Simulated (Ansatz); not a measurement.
# A vacancy of C at several sites of B-doped (8,8) carbon nanotube bundle (96 atoms), part 2 of 3

Aim: make a vacancy of C at several sites of B-doped (8,8) carbon nanotube bundle (96 atoms), relax each, and compare their energies.

Ansatz 0.2.0; Kohn-Sham DFT, PBE+D3(BJ), PAW (set soft_2), plane waves.

So far. Step 2 (Single point at the start): The r.m.s. force at the start is 2.0 eV/Å. Step 3 (Relaxation): The relaxation converged after 13 steps, 15.9 eV below its start, with a largest force component of 0.034 eV/Å.

**5. Vacancy of C, site C14**

The site has 3 bonded neighbours (C3) at 1.41 Å on average, by cutoffs that count no bonds between two metal atoms or like ions. The change is made in the relaxed cell and the atoms are relaxed again.

File input.yaml:

```yaml
crystal:
  lattice:
    - [14.15015, 0.0, 0.0]
    - [-7.07508, 12.25439, 0.0]
    - [0.0, 0.0, 7.38]
  atoms:
    [... atom lines 1 to 10 left out ...]
    - { symbol: B, position: [0.0077, 0.40429, 0.00309] }
    - { symbol: C, position: [0.94004, 0.35638, 0.17408] }
    - { symbol: C, position: [0.82735, 0.28313, 0.1735] }
    - { symbol: C, position: [0.67031, 0.1449, 0.00746] }
    - { symbol: B, position: [0.62385, 0.06921, 0.16953] }
    - { symbol: C, position: [0.5719, 0.94476, 0.16985] }
    - { symbol: C, position: [0.55989, 0.89, 0.00352] }
    [... atom lines 18 to 95 left out ...]
kpoints:
  mp_grid: { grid: [1, 1, 2] }
hamiltonian:
  xc: pbe
  dispersion: d3bj
scf:
  occupations: { method: gaussian, width: 0.05 }
output:
  forces: true
  eigenvalues: true
relax:
  f_tol: 0.05
  max_steps: 90
```

Launch:

```
$ ansatz run input.yaml --threads 4 --pin off --max-ram 15872MiB --backend cpu --events-out ev --progress --plain --runs-dir out
```

The program printed:

```text
[...]
Crystal: 95 atoms, lattice volume = 1279.703 Å³
Basis set: ecut = 420 eV, 24979 PW (Γ), exchange–correlation on 192×192×100 points (8 copies of the dense FFT grid, shifted against one another)
Bands: 277, of which v1, the nominal top of the filled ones, is band 182 counted from 1 (181 counted from 0)
Symmetry: 1 space group operations
[...]
k-points: 2
[...]
SCF iter   1: F=—  HF=-22203.960352 eV  |F-HF|=—  |Δ(HF+E_count)|=         —  Δρ=1.04e-2  dr2=5.02e0  ethr=1.77e-3  ⟨swp⟩=7.0  Hψ=2854  notcnv=0  defer=133
[...]
SCF iter   7: F=—  HF=-22203.349401 eV  |F-HF|=—  |Δ(HF+E_count)|=   4.39e-6  Δρ=6.39e-5  dr2=6.57e-5  ethr=6.76e-8  ⟨swp⟩=2.0  Hψ=670  notcnv=0  defer=174
SCF iter   8: F=-22203.349389 eV  HF=-22203.349399 eV  |F-HF|=1.00e-5  |Δ(HF+E_count)|=   2.18e-6  Δρ=3.13e-5  dr2=1.61e-5  ethr=1.72e-8  ⟨swp⟩=25.0  Hψ=4095  notcnv=0
SCF 1 converged in 8 iterations: F = -22203.349389 eV  dr2 = 1.61e-5
[...]
relax step   1: F+E_penalty+E_count = -22203.34938921 eV  Δ(F+E_penalty+E_count) = +0.000e0 eV  max|allowed force component| = 2.831e0 eV/Å  Δτ_max = 0.0000 Å  (8 SCF iters, dr2 threshold 6.25e-5 eV, accepted)
[...]
relax step   2: F+E_penalty+E_count = -22204.03227806 eV  Δ(F+E_penalty+E_count) = -6.829e-1 eV  max|allowed force component| = 1.290e0 eV/Å  Δτ_max = 0.1950 Å  (8 SCF iters, dr2 threshold 1.00e-4 eV, accepted)
[...]
relax step   3: F+E_penalty+E_count = -22204.53076494 eV  Δ(F+E_penalty+E_count) = -4.985e-1 eV  max|allowed force component| = 9.670e-1 eV/Å  Δτ_max = 0.1953 Å  (8 SCF iters, dr2 threshold 1.00e-4 eV, accepted)
relax step   4: F+E_penalty+E_count = -22205.22852832 eV  Δ(F+E_penalty+E_count) = -6.978e-1 eV  max|allowed force component| = 2.466e0 eV/Å  Δτ_max = 0.1970 Å  (8 SCF iters, dr2 threshold 1.00e-4 eV, accepted)
relax step   5: F+E_penalty+E_count = -22206.37326438 eV  Δ(F+E_penalty+E_count) = -1.145e0 eV  max|allowed force component| = 2.395e0 eV/Å  Δτ_max = 0.1946 Å  (8 SCF iters, dr2 threshold 1.00e-4 eV, accepted)
relax step   6: F+E_penalty+E_count = -22205.91752109 eV  Δ(F+E_penalty+E_count) = +4.557e-1 eV  max|allowed force component| = 7.918e0 eV/Å  Δτ_max = 0.1948 Å  (8 SCF iters, dr2 threshold 1.00e-4 eV, rejected (line search))
relax step   7: F+E_penalty+E_count = -22206.77837228 eV  Δ(F+E_penalty+E_count) = -4.051e-1 eV  max|allowed force component| = 1.508e0 eV/Å  Δτ_max = 0.0949 Å  (12 SCF iters, accepted)
relax step   8: F+E_penalty+E_count = -22206.96894015 eV  Δ(F+E_penalty+E_count) = -1.906e-1 eV  max|allowed force component| = 1.054e0 eV/Å  Δτ_max = 0.1000 Å  (7 SCF iters, dr2 threshold 1.00e-4 eV, accepted)
relax step   9: F+E_penalty+E_count = -22207.16605126 eV  Δ(F+E_penalty+E_count) = -1.971e-1 eV  max|allowed force component| = 1.202e0 eV/Å  Δτ_max = 0.1453 Å  (8 SCF iters, dr2 threshold 1.00e-4 eV, accepted)
relax step  10: F+E_penalty+E_count = -22207.33305977 eV  Δ(F+E_penalty+E_count) = -1.670e-1 eV  max|allowed force component| = 1.652e0 eV/Å  Δτ_max = 0.1717 Å  (8 SCF iters, dr2 threshold 1.00e-4 eV, accepted)
relax step  11: F+E_penalty+E_count = -22207.79394002 eV  Δ(F+E_penalty+E_count) = -4.609e-1 eV  max|allowed force component| = 2.571e0 eV/Å  Δτ_max = 0.1945 Å  (9 SCF iters, dr2 threshold 1.00e-4 eV, accepted)
relax step  12: F+E_penalty+E_count = -22208.56550167 eV  Δ(F+E_penalty+E_count) = -7.716e-1 eV  max|allowed force component| = 2.989e0 eV/Å  Δτ_max = 0.1937 Å  (8 SCF iters, dr2 threshold 1.00e-4 eV, accepted)
relax step  13: F+E_penalty+E_count = -22208.84888724 eV  Δ(F+E_penalty+E_count) = -2.834e-1 eV  max|allowed force component| = 3.271e0 eV/Å  Δτ_max = 0.1947 Å  (6 SCF iters, dr2 threshold 1.00e-4 eV, accepted)
relax step  14: F+E_penalty+E_count = -22209.33514219 eV  Δ(F+E_penalty+E_count) = -4.863e-1 eV  max|allowed force component| = 1.051e0 eV/Å  Δτ_max = 0.2000 Å  (10 SCF iters, dr2 threshold 1.00e-4 eV, accepted)
relax step  15: F+E_penalty+E_count = -22209.50294452 eV  Δ(F+E_penalty+E_count) = -1.678e-1 eV  max|allowed force component| = 7.016e-1 eV/Å  Δτ_max = 0.1831 Å  (7 SCF iters, dr2 threshold 1.00e-4 eV, accepted)
relax step  16: F+E_penalty+E_count = -22209.47996136 eV  Δ(F+E_penalty+E_count) = +2.298e-2 eV  max|allowed force component| = 7.195e-1 eV/Å  Δτ_max = 0.2000 Å  (10 SCF iters, dr2 threshold 5.09e-5 eV, rejected (line search))
relax step  17: F+E_penalty+E_count = -22209.68515580 eV  Δ(F+E_penalty+E_count) = -1.822e-1 eV  max|allowed force component| = 2.205e-1 eV/Å  Δτ_max = 0.0971 Å  (14 SCF iters, accepted)
relax step  18: F+E_penalty+E_count = -22209.69803596 eV  Δ(F+E_penalty+E_count) = -1.288e-2 eV  max|allowed force component| = 9.327e-2 eV/Å  Δτ_max = 0.0434 Å  (9 SCF iters, dr2 threshold 4.80e-6 eV, accepted)
[...]
relax step  19: F+E_penalty+E_count = -22209.70104205 eV  Δ(F+E_penalty+E_count) = -3.006e-3 eV  max|allowed force component| = 3.418e-2 eV/Å  Δτ_max = 0.0095 Å  (9 SCF iters, accepted)
SCF converged after 9 iterations
Free energy (F): -22209.701042 eV
[...]
Internal energy: -22209.700754 eV  (E = F + TS)
E sigma→0 (E₀):  -22209.700898 eV
Entropy (-TS):   -0.000289 eV (-0.003 meV/atom)
Fermi energy:    2.094285 eV
[...]
Σ components = -22209.701042   (vs F -22209.701042, Δ=0.00e0)
--- Forces (eV/Å), atoms counted from 1 ---
  atom   1  C      0.00833389     0.01315114     0.00405873
  atom   2  C     -0.00031061     0.00782365    -0.00446428
  atom   3  C      0.00401935    -0.00736471     0.00891447
  atom   4  C      0.00077900    -0.00490207    -0.00569261
[...]
atom  95  C      0.00192651     0.01107272     0.00677680
  max |Σ_I F_I| component: 3.09e-4 eV/Å
--- Band table (eV) ---
[...]
--- Relaxed structure (19 steps of the walk, 17 accepted, 0 SCFs on fresh bases) ---
  F+E_penalty+E_count = -22209.70104205 eV   max|allowed force component| = 3.418e-2 eV/Å
  atoms:
    - { symbol: C, position: [0.401307, 0.033709, 0.163286] }
    - { symbol: C, position: [0.418696, 0.088050, 0.995694] }
    - { symbol: C, position: [0.441115, 0.198795, 0.988926] }
    - { symbol: C, position: [0.444942, 0.250598, 0.152830] }
[...]
- { symbol: C, position: [0.339797, 0.910675, 0.840178] }
```

Run time: 3.4 min. Hardware: 4 threads of Intel Xeon 6975P-C (Granite Rapids), shared host; peak memory 3.7 GiB.

The relaxation converged after 19 steps, 6.35 eV below its start, with a largest force component of 0.034 eV/Å.

Local excerpt of 10 atoms (numbers count through the whole input) about the place of the removed atom, after relaxation; x, y, z are measured from there.

```
atom      x      y      z  distance (Å)  bonds
 C46   0.07  -0.02  -0.35          0.36      3
 C44   0.46   0.51   0.89          1.13      3
 C13   0.42   0.85  -1.46          1.74      3
 B15  -0.60  -1.26  -1.10          1.78      3
 C45  -0.29   0.30   2.11          2.15      3
 C43   1.65   1.37   0.95          2.35      3
 C78  -1.11  -0.81   2.21          2.60      3
 C12   1.56   1.66  -1.43          2.69      3
 C14  -0.99  -0.62  -2.50          2.76      3
 C77  -0.37   0.61  -2.67          2.76      3
```

The largest move is 1.44 Å, by C46.

**6. Vacancy of C, site C33**

The site has 4 bonded neighbours (B3C) at 1.59 Å on average. 

input.yaml, the sections that differ from step 5:

```yaml
crystal:
  lattice:
    - [14.15015, 0.0, 0.0]
    - [-7.07508, 12.25439, 0.0]
    - [0.0, 0.0, 7.38]
  atoms:
    [... atom lines 1 to 29 left out ...]
    - { symbol: C, position: [0.22729, 0.77761, 0.00303] }
    - { symbol: C, position: [0.32055, 0.88352, 0.32478] }
    - { symbol: C, position: [0.35869, 0.94129, 0.16305] }
    - { symbol: C, position: [0.45904, 0.12134, 0.32407] }
    - { symbol: C, position: [0.47284, 0.22708, 0.32368] }
    - { symbol: B, position: [0.47801, 0.2855, 0.4981] }
    - { symbol: C, position: [0.42944, 0.36015, 0.4975] }
    [... atom lines 37 to 95 left out ...]
# kpoints, hamiltonian, scf, output, relax: as in step 5
```

The program printed:

```text
[...]
Crystal: 95 atoms, lattice volume = 1279.703 Å³
Basis set: ecut = 420 eV, 24979 PW (Γ), exchange–correlation on 192×192×100 points (8 copies of the dense FFT grid, shifted against one another)
Bands: 277, of which v1, the nominal top of the filled ones, is band 182 counted from 1 (181 counted from 0)
Symmetry: 1 space group operations
[...]
k-points: 2
[...]
SCF iter   1: F=—  HF=-22206.921622 eV  |F-HF|=—  |Δ(HF+E_count)|=         —  Δρ=9.80e-3  dr2=3.60e0  ethr=1.77e-3  ⟨swp⟩=7.0  Hψ=2848  notcnv=0  defer=136
[...]
SCF iter   6: F=—  HF=-22206.370845 eV  |F-HF|=—  |Δ(HF+E_count)|=   3.77e-4  Δρ=1.46e-4  dr2=4.90e-4  ethr=2.12e-6  ⟨swp⟩=2.0  Hψ=612  notcnv=0  defer=177
SCF iter   7: F=-22206.370774 eV  HF=-22206.370808 eV  |F-HF|=3.31e-5  |Δ(HF+E_count)|=   3.75e-5  Δρ=5.51e-5  dr2=6.22e-5  ethr=1.72e-8  ⟨swp⟩=23.0  Hψ=4833  notcnv=0
SCF 1 converged in 7 iterations: F = -22206.370774 eV  dr2 = 6.22e-5
[...]
relax step   1: F+E_penalty+E_count = -22206.37077444 eV  Δ(F+E_penalty+E_count) = +0.000e0 eV  max|allowed force component| = 1.704e0 eV/Å  Δτ_max = 0.0000 Å  (7 SCF iters, dr2 threshold 6.25e-5 eV, accepted)
[...]
relax step   2: F+E_penalty+E_count = -22207.00705267 eV  Δ(F+E_penalty+E_count) = -6.363e-1 eV  max|allowed force component| = 8.405e-1 eV/Å  Δτ_max = 0.1975 Å  (6 SCF iters, dr2 threshold 1.00e-4 eV, accepted)
[...]
relax step   3: F+E_penalty+E_count = -22207.34848527 eV  Δ(F+E_penalty+E_count) = -3.414e-1 eV  max|allowed force component| = 8.452e-1 eV/Å  Δτ_max = 0.1701 Å  (6 SCF iters, dr2 threshold 4.42e-5 eV, accepted)
relax step   4: F+E_penalty+E_count = -22207.68018100 eV  Δ(F+E_penalty+E_count) = -3.317e-1 eV  max|allowed force component| = 1.077e0 eV/Å  Δτ_max = 0.1948 Å  (6 SCF iters, dr2 threshold 1.00e-4 eV, accepted)
relax step   5: F+E_penalty+E_count = -22208.01035348 eV  Δ(F+E_penalty+E_count) = -3.302e-1 eV  max|allowed force component| = 1.132e0 eV/Å  Δτ_max = 0.1946 Å  (6 SCF iters, dr2 threshold 1.00e-4 eV, accepted)
relax step   6: F+E_penalty+E_count = -22208.37545583 eV  Δ(F+E_penalty+E_count) = -3.651e-1 eV  max|allowed force component| = 1.062e0 eV/Å  Δτ_max = 0.1948 Å  (6 SCF iters, dr2 threshold 1.00e-4 eV, accepted)
relax step   7: F+E_penalty+E_count = -22208.53915031 eV  Δ(F+E_penalty+E_count) = -1.637e-1 eV  max|allowed force component| = 1.665e0 eV/Å  Δτ_max = 0.1949 Å  (5 SCF iters, dr2 threshold 1.00e-4 eV, accepted)
relax step   8: F+E_penalty+E_count = -22208.49307066 eV  Δ(F+E_penalty+E_count) = +4.608e-2 eV  max|allowed force component| = 7.876e-1 eV/Å  Δτ_max = 0.2000 Å  (6 SCF iters, dr2 threshold 1.00e-4 eV, rejected (line search))
relax step   9: F+E_penalty+E_count = -22208.73440301 eV  Δ(F+E_penalty+E_count) = -1.953e-1 eV  max|allowed force component| = 2.612e-1 eV/Å  Δτ_max = 0.0971 Å  (9 SCF iters, accepted)
relax step  10: F+E_penalty+E_count = -22208.76076904 eV  Δ(F+E_penalty+E_count) = -2.637e-2 eV  max|allowed force component| = 1.457e-1 eV/Å  Δτ_max = 0.0812 Å  (7 SCF iters, dr2 threshold 4.26e-6 eV, accepted)
[...]
relax step  11: F+E_penalty+E_count = -22208.77013691 eV  Δ(F+E_penalty+E_count) = -9.368e-3 eV  max|allowed force component| = 4.566e-2 eV/Å  Δτ_max = 0.0290 Å  (8 SCF iters, accepted)
SCF converged after 8 iterations
Free energy (F): -22208.770137 eV
[...]
Internal energy: -22208.761480 eV  (E = F + TS)
E sigma→0 (E₀):  -22208.765809 eV
Entropy (-TS):   -0.008657 eV (-0.091 meV/atom)
Fermi energy:    1.993837 eV
[...]
Σ components = -22208.770137   (vs F -22208.770137, Δ=0.00e0)
--- Forces (eV/Å), atoms counted from 1 ---
  atom   1  C      0.03385952     0.02823095    -0.02318097
  atom   2  C      0.00824733    -0.01628802     0.00810573
  atom   3  C     -0.01044338     0.00211391    -0.04034900
  atom   4  C     -0.01431998     0.00079621     0.00322545
[...]
atom  95  C     -0.01590093     0.02147841     0.01238807
  max |Σ_I F_I| component: 8.60e-5 eV/Å
--- Band table (eV) ---
[...]
--- Relaxed structure (11 steps of the walk, 10 accepted, 0 SCFs on fresh bases) ---
  F+E_penalty+E_count = -22208.77013691 eV   max|allowed force component| = 4.566e-2 eV/Å
  atoms:
    - { symbol: C, position: [0.428569, 0.050781, 0.159561] }
    - { symbol: C, position: [0.460441, 0.115316, 1.005086] }
    - { symbol: C, position: [0.473745, 0.221529, 1.018923] }
    - { symbol: C, position: [0.452999, 0.253284, 0.188200] }
[...]
- { symbol: C, position: [0.367642, 0.950998, 0.809966] }
```

Wall time 1.8 min (4 threads); peak memory 3.7 GiB.

The relaxation converged after 11 steps, 2.40 eV below its start, with a largest force component of 0.046 eV/Å.

Local excerpt of 15 atoms (numbers count through the whole input) about the place of the removed atom, after relaxation; x, y, z are measured from there.

```
atom      x      y      z  distance (Å)  bonds
 C33  -0.62   0.25  -1.08          1.27      3
 B63  -0.68  -1.18  -0.24          1.38      3
 B65   0.47   1.06   1.65          2.01      3
 B47   2.15   0.07   0.13          2.15      3
 C34  -1.07   1.59  -0.99          2.16      3
 C62  -0.89  -1.94   1.10          2.40      3
  C1  -0.38  -0.19  -2.42          2.46      3
 C64  -0.12  -0.07   2.54          2.55      3
 C78   2.05   1.07   1.33          2.67      4
 C48   2.25  -1.47   0.11          2.69      3
 C31  -0.75  -2.21  -1.37          2.71      3
 C66  -0.59   2.18   1.55          2.74      3
 B35  -1.32   2.41   0.26          2.76      3
 C95  -0.54  -1.42   2.38          2.82      3
 C46   2.56   0.86  -1.07          2.91      3
```

The largest move is 0.84 Å, by B65.

**7. Vacancy of C, site C25**

The site has 3 bonded neighbours (C3) at 1.43 Å on average. 

Input and log are left out; they have the form of those shown for this kind of step.

Wall time 3.6 min (4 threads of Intel Xeon 6975P-C (Granite Rapids), shared host); peak memory 3.7 GiB; 14 min of CPU time.

The relaxation converged after 21 steps, 3.03 eV below its start, with a largest force component of 0.037 eV/Å.

**8. Vacancy of C, site C75**

The site has 3 bonded neighbours (C3) at 1.42 Å on average. 

Input and log are left out; they have the form of those shown for this kind of step.

The job ended after 3.4 min (4 threads of Intel Xeon 6975P-C (Granite Rapids), shared host; peak memory 3.7 GiB; 13 min of CPU time).

The relaxation converged after 20 steps, 4.67 eV below its start, with a largest force component of 0.035 eV/Å.

(Continued in part 3 of 3.)

[Long decimals in the printed logs are rounded to 6 places.]

[Logs are printed without paths, hosts, clocks, repeated set-up lines and the standing remarks that a program may print on its own settings, such as how far it seeks lower states.]

[Hosts, paths, dates, database ids (printed as entryN), source tags and the programs' standing remarks are cut or masked in the printed files.]
